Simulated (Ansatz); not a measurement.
# LiY (built on the sites of a database entry of ScAg): from the cell to its phonons, part 2 of 2

How does LiY (built on the sites of a database entry of ScAg) vibrate, and is this structure a minimum?

Ansatz 0.2.0; DFT PBEsol, scalar-relativistic, plane waves, PseudoDojo norm-conserving pseudopotentials.

So far. Step 4 (Relaxing to small forces for the phonons): The forces vanish by symmetry and the pressure is 0.002 GPa, within the tolerances set. The cell now holds 24.98 Å³/atom. The relaxed cell has a = 3.683 Å (conventional setting).

The structure was built from a prototype and need not be the compound's stable phase.

**5. Linear response at the zone centre**

The zone centre comes first: it holds the modes that light can see, as far as symmetry allows. No field response is asked, since the mesh shows no gap.

File input.yaml:

```yaml
crystal:
  lattice:
    - [3.6831851504, 0.0, 0.0]
    - [0.0, 3.6831851504, 0.0]
    - [0.0, 0.0, 3.6831851504]
  atoms:
    - { symbol: "Y", position: [0.5, 0.5, 0.5] }
    - { symbol: Li, position: [0.0, 0.0, 0.0] }
kpoints:
  mp_grid: { grid: [10, 10, 10] }
hamiltonian:
  xc: pbesol
  pseudopotentials: { kind: nc, accuracy: standard }
scf:
  occupations: { method: methfessel_paxton, width: 0.15 }
output:
  eigenvalues: true
phonons:
  method: dfpt
```

Launch:

```console
$ ansatz run input.yaml --threads 4 --pin off --max-ram 7168MiB --backend cpu --events-out ev --progress --plain --runs-dir out
```

Numbers of over 12 decimals in the logs are rounded to 6 here.

The log of the run:

```text
[...]
Crystal: 2 atoms, lattice volume = 49.966 Å³
Basis set: ecut = 1006.821291 eV, 3695 PW (Γ), exchange–correlation on 80×80×80 points (8 copies of the dense FFT grid, shifted against one another)
Bands: 11, of which v1, the nominal top of the filled ones, is band 7 counted from 1 (6 counted from 0)
Symmetry: 48 space group operations
k-points: 126 of 1000 (irreducible under 8 space group operations, time reversal used)
[...]
SCF iter   1: F=—  HF=-1304.301063 eV  |F-HF|=—  |Δ(HF+E_count)|=         —  Δρ=2.08e-2  dr2=5.69e-1  ethr=3.10e-3  ⟨swp⟩=5.3  Hψ=8206  notcnv=0
[...]
SCF iter   9: F=-1304.096788 eV  HF=-1304.096788 eV  |F-HF|=0.00e0  |Δ(HF+E_count)|=  7.28e-12  S|Δr|=    0.00e0  Δρ=7.81e-9  dr2=6.00e-14  ethr=1.00e-12  ⟨swp⟩=7.3  Hψ=6976  notcnv=0
SCF 1 converged in 9 iterations: F = -1304.096788 eV  dr2 = 6.00e-14
DFPT response loops at Γ: preconditioner auto → Kerker (q_TF=auto, 2.207 Å⁻¹) (partly filled bands, converged f_vac=0.000); β = 1.00, the filter's whole step (`scf.mixing.beta` (0.50) is not read by the response loops under this deck's `scf.mixing.preconditioner`; to damp them name `kerker` or `kerker_dos`, under which they read `scf.mixing.beta`, and type it under 1.00, their step now; both keys bind the ground state too); Broyden in place of MSR1
SCF converged after 9 iterations
[...]
Free energy (F): -1304.096788 eV
[...]
Internal energy: -1304.093150 eV  (E = F + TS)
E sigma→0 (E₀):  -1304.095878 eV
Entropy (-TS):   -0.003638 eV (-1.819 meV/atom)
Fermi energy:    6.642573 eV
[...]
--- Band table (eV; the first three rows and the last of 126) ---
  k-point 0: bands = [... 3 lower, -16.1651, -16.1651, 2.3305, 6.5346, 6.5346, 10.4909, 10.4909, 10.4909]
  k-point 1: bands = [... 3 lower, -16.1631, -16.1631, 2.4544, 6.5631, 6.5845, 10.0904, 10.0904, 10.5096]
  k-point 2: bands = [... 3 lower, -16.1578, -16.1578, 2.8019, 6.5817, 6.7219, 9.4471, 9.4471, 10.5595]
  k-point 125: bands = [... 3 lower, -16.3426, -16.3426, 5.7303, 5.7303, 5.7303, 11.1890, 11.1890, 11.1890]
--- Phonons (Γ-DFPT): 2 representative perturbations + reference, on 126 of 1000 k-points (Σ response iterations 6) ---
  k mesh reduced under 8 symmetry operations, with k and −k counted as one. Each operation leaves every solved perturbation unchanged. A smaller set is not used because it would not reduce the number of displacements times k-points to solve
  ASR residual: 1.861e-5 → 0.000e0 eV/Å²; symmetrization residual: 2.928e-6 eV/Å²
  ASR residual per site (eV/Å²): 1.86e-5 2.07e-6
  Γ frequencies (cm⁻¹): 0.00 0.00 0.00 330.92 330.92 330.92
  non-analytic LO–TO correction: not included (Born effective charges unavailable; polar crystals: no LO–TO splitting at Γ)
```

The job ended after 12 s (4 threads of Arm Neoverse V2, shared host; peak memory 0.83 GiB; 47 s of CPU time).

Reading the cycles: dr2 is the Hartree energy of the density residual (eV), the measure of convergence; HF is the Harris–Foulkes estimate of the energy, which meets the free energy F at convergence.

This step gave:

```yaml
sum_rule_residual_before_enforcement: 1.86e-5 eV/Å²
point_group: m-3m
highest_optical_mode_at_the_zone_centre_no_lo_to_term: 330.9 cm⁻¹
lowest_optical_zone_centre_mode: 330.9 cm⁻¹
```

Patterns of degenerate modes are one choice out of their space. The modes at Γ (shares of kinetic energy by element, %):

| mode | frequency (cm⁻¹) | symmetry | Y % | Li % |
| --- | --- | --- | --- | --- |
| 1 | 0.0 | acoustic | 93 | 7 |
| 2 | 0.0 | acoustic | 93 | 7 |
| 3 | 0.0 | acoustic | 93 | 7 |
| 4 | 330.9 | T1u | 7 | 93 |
| 5 | 330.9 | T1u | 7 | 93 |
| 6 | 330.9 | T1u | 7 | 93 |

Displacements in mode 4 (330.9 cm⁻¹), the largest set to 1:
```
Y1   0.00 -0.08  0.00
Li2  0.00  1.00  0.00
```

Before it was imposed, the acoustic sum rule was missed by 1.9e-5 eV/Å². Small misses are needed for a sound result but don't prove that mesh and cutoff are converged. The lowest optical mode is real, 331 cm⁻¹.

**6. The dispersion**

Stability and thermal properties need the whole zone. Linear response on a 2×2×2 q mesh gives force constants as far as a supercell of that size would.

input.yaml, as its differences from that of step 5:

```diff
@@ -19 +19,8 @@
   method: dfpt
+  qmesh: [2, 2, 2]
+  temperatures: { t_max: 1000, t_step: 50 }
+  qpath:
+    path:
+      - [[0.0, 0.0, 0.0], [0.0, 0.5, 0.0], [0.5, 0.5, 0.0], [0.0, 0.0, 0.0], [0.5, 0.5, 0.5], [0.0, 0.5, 0.0]]
+      - [[0.5, 0.5, 0.5], [0.5, 0.5, 0.0]]
+    npoints: 10
```

The log of the run:

```text
[...]
Crystal: 2 atoms, lattice volume = 49.966 Å³
Basis set: ecut = 1006.821291 eV, 3695 PW (Γ), exchange–correlation on 80×80×80 points (8 copies of the dense FFT grid, shifted against one another)
Bands: 11, of which v1, the nominal top of the filled ones, is band 7 counted from 1 (6 counted from 0)
Symmetry: 48 space group operations
k-points: 56 of 1000
[...]
SCF iter   1: F=—  HF=-1304.301064 eV  |F-HF|=—  |Δ(HF+E_count)|=         —  Δρ=2.08e-2  dr2=5.69e-1  ethr=3.10e-3  ⟨swp⟩=5.4  Hψ=3649  notcnv=0
[...]
SCF iter   9: F=-1304.096788 eV  HF=-1304.096788 eV  |F-HF|=2.27e-13  |Δ(HF+E_count)|=  7.28e-12  S|Δr|=    0.00e0  Δρ=9.00e-9  dr2=7.32e-14  ethr=1.00e-12  ⟨swp⟩=7.3  Hψ=3151  notcnv=0
SCF 1 converged in 9 iterations: F = -1304.096788 eV  dr2 = 7.32e-14
[...]
SCF iter   1: F=—  HF=-1304.096789 eV  |F-HF|=—  |Δ(HF+E_count)|=         —  Δρ=4.51e-7  dr2=5.26e-11  ethr=3.65e-8  ⟨swp⟩=4.9  Hψ=6217  notcnv=0
eigensolver tolerance schedule: the retry pair's looser diagonalisation over-reported the residual by 97185.19 of it (diagonalisation noise at an unbounded share of the residual, at the tolerance the schedule requests for it); recorded, not acted on — ethr = c·dr2/N_el stays at c = 1.0e-1
[...]
SCF iter   2: F=—  HF=-1304.096788 eV  |F-HF|=—  |Δ(HF+E_count)|=   8.20e-7  S|Δr|=    0.00e0  Δρ=2.27e-7  dr2=1.33e-11  ethr=1.00e-12  ⟨swp⟩=3.7  Hψ=1441  notcnv=0
SCF iter   3: F=-1304.096788 eV  HF=-1304.096788 eV  |F-HF|=0.00e0  |Δ(HF+E_count)|=  2.96e-12  S|Δr|=    0.00e0  Δρ=1.51e-7  dr2=5.78e-12  ethr=1.00e-12  ⟨swp⟩=4.0  Hψ=1915  notcnv=0
SCF 2 converged in 3 iterations: F = -1304.096788 eV  dr2 = 5.78e-12
phonons: the bands overlap, so this run is a metal and interpolates without the dipole-dipole term. If the crystal is really an insulator or semiconductor, its LO-TO splitting is missing
NSCF: frozen V_eff on 56 k-points
[...]
DFPT response loops at q = (0, 0, 0) (fractional): preconditioner auto → Kerker (q_TF=auto, 2.207 Å⁻¹) (partly filled bands, converged f_vac=0.000); β = 1.00, the filter's whole step (`scf.mixing.beta` (0.50) is not read by the response loops under this deck's `scf.mixing.preconditioner`; to damp them name `kerker` or `kerker_dos`, under which they read `scf.mixing.beta`, and type it under 1.00, their step now; both keys bind the ground state too); Broyden in place of MSR1
[...]
SCF converged after 9 iterations
[...]
Free energy (F): -1304.096788 eV
[...]
Internal energy: -1304.093150 eV  (E = F + TS)
E sigma→0 (E₀):  -1304.095878 eV
Entropy (-TS):   -0.003638 eV (-1.819 meV/atom)
Fermi energy:    6.642573 eV
[...]
--- Band table (eV; the first three rows and the last of 56) ---
  k-point 0: bands = [... 3 lower, -16.1651, -16.1651, 2.3305, 6.5346, 6.5346, 10.4909, 10.4909, 10.4909]
  k-point 1: bands = [... 3 lower, -16.1631, -16.1631, 2.4544, 6.5631, 6.5845, 10.0904, 10.0904, 10.5096]
  k-point 2: bands = [... 3 lower, -16.1578, -16.1578, 2.8019, 6.5817, 6.7219, 9.4471, 9.4471, 10.5595]
  k-point 55: bands = [... 3 lower, -16.3426, -16.3426, 5.7303, 5.7303, 5.7303, 11.1890, 11.1890, 11.1890]
--- Phonons (Γ-DFPT): 2 representative perturbations + reference (Σ response iterations 6) ---
  ASR residual: 1.483e-5 → 0.000e0 eV/Å²; symmetrization residual: 1.201e-6 eV/Å²
  ASR residual per site (eV/Å²): 1.48e-5 2.81e-7
  Γ frequencies (cm⁻¹): 0.00 0.00 0.00 330.92 330.92 330.92
--- Phonons (arbitrary-q DFPT): 4 irreducible q on the 2×2×2 mesh ---
  q = [0.0000, 0.0000, 0.0000] (star 1, of the zone-centre solve; hermiticity 9.27e-7, symmetrization 5.82e-15): 0.00 0.00 0.00 330.92 330.92 330.92
  q = [0.0000, 0.0000, -0.5000] (star 3, 4 solved perturbations in 684 linear systems a pass and spin channel, the states on 216 of 1000 k-point pairs; hermiticity 8.66e-9, symmetrization 4.39e-9, the responses' own estimated error 2.1e-5 eV/Å²): 83.48 83.48 89.31 273.31 321.99 321.99
[...]
q = [-0.5000, -0.5000, -0.5000] (star 1, 2 solved perturbations on 126 of 1000 k-point pairs; hermiticity 2.83e-11, symmetrization 1.41e-11, the responses' own estimated error 1.9e-5 eV/Å²): 134.30 134.30 134.30 261.16 261.16 261.16
  sum rule: each row above includes the acoustic sum rule's correction from the zone centre's row sums; it moved no ω² by more than (0.21 cm⁻¹)²
  mesh force constants: q→R imaginary residual 1.54e-17; ASR residual 1.483e-5 → 0.000e0 eV/Å²; symmetrization residual 2.665e-15 eV/Å²
  interpolated dispersion: 62 rows × 6 modes
  density of states and harmonic sums: on the 18×18×18 q-mesh, interpolated from the force constants of a 2×2×2 supercell (no non-analytic term)
  largest difference from the sums on the solved wave vectors: F 8.59e-2 eV, S 1.18e-4 and C_V 3.23e-5 eV/K
  zero-point energy: 0.070835 eV/cell   skipped modes (ω ≤ 0): 3   left out of the sums: 8.57e-5 of the cell's modes: C_V's classical limit lies that fraction below 3 k_B per atom; for a crystal, a wire or a layer, F and S can be off by more, and a phonons.interpolated_qmesh denser along its periods is the remedy for the sampling
```

Wall time 47 s (4 threads); peak memory 1.1 GiB; 3 min of CPU time.

Numbers from this step:

| Property | Result |
| --- | --- |
| sum-rule residual before enforcement | 1.48e-5 eV/Å² |
| lowest frequency on the path | 0 cm⁻¹ |
| highest frequency on the path or at a solved wavevector | 343.5 cm⁻¹ |
| mean frequency | 190.5 cm⁻¹ |
| Debye temperature (second moment) | 410 K |
| logarithmic mean frequency | 152.9 cm⁻¹ |
| lowest mode on the q mesh (acoustic modes at Γ apart) | 64.27 cm⁻¹ |
| zero-point energy per atom | 35.42 meV |
| heat capacity at 300 K | 22.82 J/(mol atoms K) |
| vibrational entropy at 300 K | 33.80 J/(mol atoms K) |
| edges of the widest gap between branches, on path and mesh | 134.3, 261.2 cm⁻¹ |

Frequencies (cm⁻¹) solved at each irreducible wavevector; negative means imaginary. Frequencies by wavevector, by row:

| q in reciprocal lattice units | star | mode 1 | mode 2 | mode 3 | mode 4 | mode 5 | mode 6 |
| --- | --- | --- | --- | --- | --- | --- | --- |
| 0 0 0 | 1 | 0 | 0 | 0 | 330.9 | 330.9 | 330.9 |
| 0 0 -0.5 | 3 | 83.5 | 83.5 | 89.3 | 273.3 | 322 | 322 |
| 0 -0.5 -0.5 | 3 | 64.3 | 74.1 | 74.1 | 271 | 271 | 343.5 |
| -0.5 -0.5 -0.5 | 1 | 134.3 | 134.3 | 134.3 | 261.2 | 261.2 | 261.2 |

Interpolated from a 2×2×2 q mesh, rough between the solved points. The phonon branches at the labelled points (cm⁻¹):

| point | branch 1 | branch 2 | branch 3 | branch 4 | branch 5 | branch 6 |
| --- | --- | --- | --- | --- | --- | --- |
| Γ | 0 | 0 | 0 | 331 | 331 | 331 |
| halfway | 57 | 58 | 58 | 305 | 327 | 327 |
| X | 84 | 84 | 89 | 273 | 322 | 322 |
| halfway | 74 | 79 | 84 | 272 | 297 | 333 |
| M | 64 | 74 | 74 | 271 | 271 | 344 |
| halfway | 48 | 67 | 87 | 296 | 305 | 330 |
| Γ | 0 | 0 | 0 | 331 | 331 | 331 |
| halfway | 77 | 77 | 94 | 298 | 303 | 303 |
| R | 134 | 134 | 134 | 261 | 261 | 261 |
| halfway | 87 | 98 | 98 | 269 | 300 | 302 |
| X | 84 | 84 | 89 | 273 | 322 | 322 |
| jump to R | 134 | 134 | 134 | 261 | 261 | 261 |
| halfway | 105 | 107 | 107 | 267 | 267 | 305 |
| M | 64 | 74 | 74 | 271 | 271 | 344 |

The phonon branches as a text plot (rows in cm⁻¹):

```
    336 |**        ***********  ****                           **
    322 | *********           **** ****               ****    *
    308 |   *     **         **      ****           ***      *
    293 |    **     *     ****          ***        **       *
    279 |      ***** ** ***                **     *    *** *
    265 |           *****                   ***********   *******
    250 |
    236 |
    222 |
    208 |
    193 |
    179 |
    165 |
    150 |
    136 |                                    ****         *
    122 |                                   *    **        **
    107 |                                  *      **         *
     93 |      *****      ****         ****        *******    *
     79 |     ************    *      ** *            *****    ***
     64 |   **      ************       *                        *
     50 |   *              *** **   ***
     36 |  *                  ***  **
     21 | *                     ** *
      7 |*                       **
         Γ      X      M          Γ            R        X|R     M
```

Tetrahedra on a 18×18×18 mesh, mean over bins of 5 cm-1. Interpolated from a 2×2×2 q mesh, rough between the solved points. The phonon density of states by wavenumber; read off at these points:

| wavenumber (cm⁻¹) | phonon density of states (1/cm⁻¹/cell) |
| --- | --- |
| 2 | 1.0e-5 |
| 18 | 0.00117 |
| 32 | 0.0048 |
| 52 | 0.0146 |
| 68 | 0.0411 |
| 78 | 0.0764 |
| 82 | 0.0657 |
| 88 | 0.0808 |
| 98 | 0.0325 |
| 118 | 0.00958 |
| 132 | 0.00162 |
| 148 | 0 |
| 162 | 0 |
| 182 | 0 |
| 198 | 0 |
| 212 | 0 |
| 228 | 0 |
| 248 | 0 |
| 262 | 0.00537 |
| 272 | 0.0772 |
| 278 | 0.0481 |
| 292 | 0.0322 |
| 312 | 0.0365 |
| 322 | 0.0638 |
| 328 | 0.0624 |
| 342 | 0.00254 |

The partial phonon density of states has structure finer than the step of the table below, so its rows give means over 10 cm⁻¹, whole bins alone (the curve runs from -10 to 363 cm⁻¹). Peaks (cm⁻¹: height): Li 274.1: 0.0657, 285.9: 0.0471, 297.6: 0.0455, 325.8: 0.0615; Y 88.6: 0.0783.

Phonopy on the run's constants, 15x15x15 mesh, Gaussian sigma 2.7 cm-1. Interpolated from a 2×2×2 q mesh, rough between the solved points. Table of partial phonon density of states by wavenumber; means over each step; values in 1/cm⁻¹/cell:

| wavenumber (cm⁻¹) | Li | Y |
| --- | --- | --- |
| 0 | 6.9e-6 | 7.7e-5 |
| 10 | 3.1e-5 | 4.2e-4 |
| 20 | 1.3e-4 | 0.00177 |
| 30 | 2.5e-4 | 0.00359 |
| 40 | 4.7e-4 | 0.00729 |
| 50 | 7.2e-4 | 0.0127 |
| 60 | 9.9e-4 | 0.0218 |
| 70 | 0.00143 | 0.0522 |
| 80 | 0.00140 | 0.0691 |
| 90 | 8.9e-4 | 0.0682 |
| 100 | 4.9e-4 | 0.0290 |
| 110 | 2.6e-4 | 0.0145 |
| 120 | 1.1e-4 | 0.00847 |
| 130 | 2.5e-5 | 0.00357 |
| 140 | 3.0e-7 | 1.9e-4 |
| 150 | 0 | 0 |
| 160 | 0 | 0 |
| 170 | 0 | 0 |
| 180 | 0 | 0 |
| 190 | 0 | 0 |
| 200 | 0 | 0 |
| 210 | 0 | 0 |
| 220 | 0 | 0 |
| 230 | 0 | 0 |
| 240 | 0 | 0 |
| 250 | 6.0e-6 | 0 |
| 260 | 0.00511 | 1.1e-4 |
| 270 | 0.0472 | 0.00147 |
| 280 | 0.0436 | 0.00113 |
| 290 | 0.0294 | 7.5e-4 |
| 300 | 0.0338 | 8.2e-4 |
| 310 | 0.0355 | 8.6e-4 |
| 320 | 0.0505 | 0.00116 |
| 330 | 0.0401 | 8.8e-4 |
| 340 | 0.00752 | 1.8e-5 |
| 350 | 2.4e-4 | 0 |

Second derivatives of the energy by pair, one row for each kind of neighbour of each atom listed. Each entry sums the pair over the periodic images of the supercell that the q mesh stands for, and in a polar crystal it holds the long-range dipole part too. Force constants by pair, by row:

| atom | neighbour | distance (Å) | third of the trace (eV/Å²) | along the pair's line (eV/Å²) |
| --- | --- | --- | --- | --- |
| Y1 | itself | 0 | 2.901 | – |
| Y1 | Li | 3.19 | -0.324 | -0.689 |
| Y1 | Y | 3.683 | -0.4292 | -0.7758 |
| Y1 | Y | 5.209 | 0.4479 | 0.5664 |
| Y1 | Y | 6.379 | -0.3646 | -0.3646 |
| Li2 | itself | 0 | 2.261 | – |
| Li2 | Y | 3.19 | -0.324 | -0.689 |
| Li2 | Li | 3.683 | 0.1332 | 0.463 |
| Li2 | Li | 5.209 | -0.0315 | -0.0731 |
| Li2 | Li | 6.379 | 0.0261 | 0.0261 |

Harmonic thermodynamic functions per atom, from the density of states. Interpolated from a 2×2×2 q mesh, rough between the solved points. Thermodynamic functions, by row:

| T (K) | F_vib (meV/atom) | S (J/mol-atom/K) | C_V (J/mol-atom/K) |
| --- | --- | --- | --- |
| 0 | 35.42 | 0 | 0 |
| 50 | 34.59 | 4.951 | 8.271 |
| 100 | 29.98 | 12.66 | 14.32 |
| 200 | 10.15 | 24.94 | 20.68 |
| 300 | -20.53 | 33.8 | 22.82 |
| 400 | -59.17 | 40.5 | 23.7 |
| 500 | -104 | 45.84 | 24.13 |
| 600 | -153.9 | 50.26 | 24.37 |
| 700 | -208 | 54.03 | 24.52 |
| 800 | -265.7 | 57.31 | 24.62 |
| 900 | -326.6 | 60.22 | 24.68 |
| 1000 | -390.4 | 62.82 | 24.73 |

Harmonic mean-square displacement, third of the trace. Interpolated from a 2×2×2 q mesh, rough between the solved points. Mean square displacements, by row:

| T (K) | Y1 U_eq (Å²) | Li2 U_eq (Å²) |
| --- | --- | --- |
| 0 | 0.00249 | 0.00887 |
| 100 | 0.00577 | 0.01091 |
| 300 | 0.01613 | 0.02085 |
| 600 | 0.03204 | 0.03891 |

Symmetry leaves 4 wavevectors to solve. The lowest mode among them, the acoustic zeros apart, lies at q = (0, -0.5, -0.5) and is real, 64.3 cm⁻¹.

**7. What came out**

- space group after relaxation (within 0.01 Å): Pm-3m
- volume per atom: 25.0 Å³
- electronic character: no gap on this mesh
- highest optical mode at the zone centre (no LO-TO term): 331 cm⁻¹
- lowest optical zone-centre mode: 331 cm⁻¹
- lowest mode on the q mesh (acoustic modes at Γ apart): 64.3 cm⁻¹
- highest frequency on the path or at a solved wavevector: 344 cm⁻¹
- zero-point energy per atom: 35.4 meV
- heat capacity at 300 K: 22.8 J/(mol atoms K)
- vibrational entropy at 300 K: 33.8 J/(mol atoms K)
- Debye temperature (second moment): 410 K
- imaginary modes on the 2×2×2 q mesh: none

What this shows: The structure is a minimum as far as tested: no mode is imaginary at the 4 irreducible wavevectors of the 2×2×2 mesh, and the softest away from the acoustic zeros lies at 64 cm⁻¹. The optical modes at Γ form one degenerate level at 331 cm⁻¹. The highest mode in this list at Γ, 330.9 cm⁻¹, is mostly motion of Li (93 % of the kinetic energy). On the path and the mesh, the widest gap between branches runs from 134 to 261 cm⁻¹. The q mesh stands for a supercell only 7.4 Å across, so branches between the solved wavevectors are rough. With no gap, or one that is small against the smearing, the frequencies hang on the k mesh and the smearing, most of all near Kohn anomalies. The starting cell was built on a prototype and not taken from a measurement, so the phase need not exist. These are harmonic frequencies at zero temperature: anharmonic shifts, linewidths and thermal expansion are left out.

[Logs are printed without paths, hosts, clocks, repeated set-up lines and the standing remarks that a program may print on its own settings, such as how far it seeks lower states.]

[Hosts, paths, dates, database ids (printed as entryN), source tags and the programs' standing remarks are cut or masked in the printed files.]
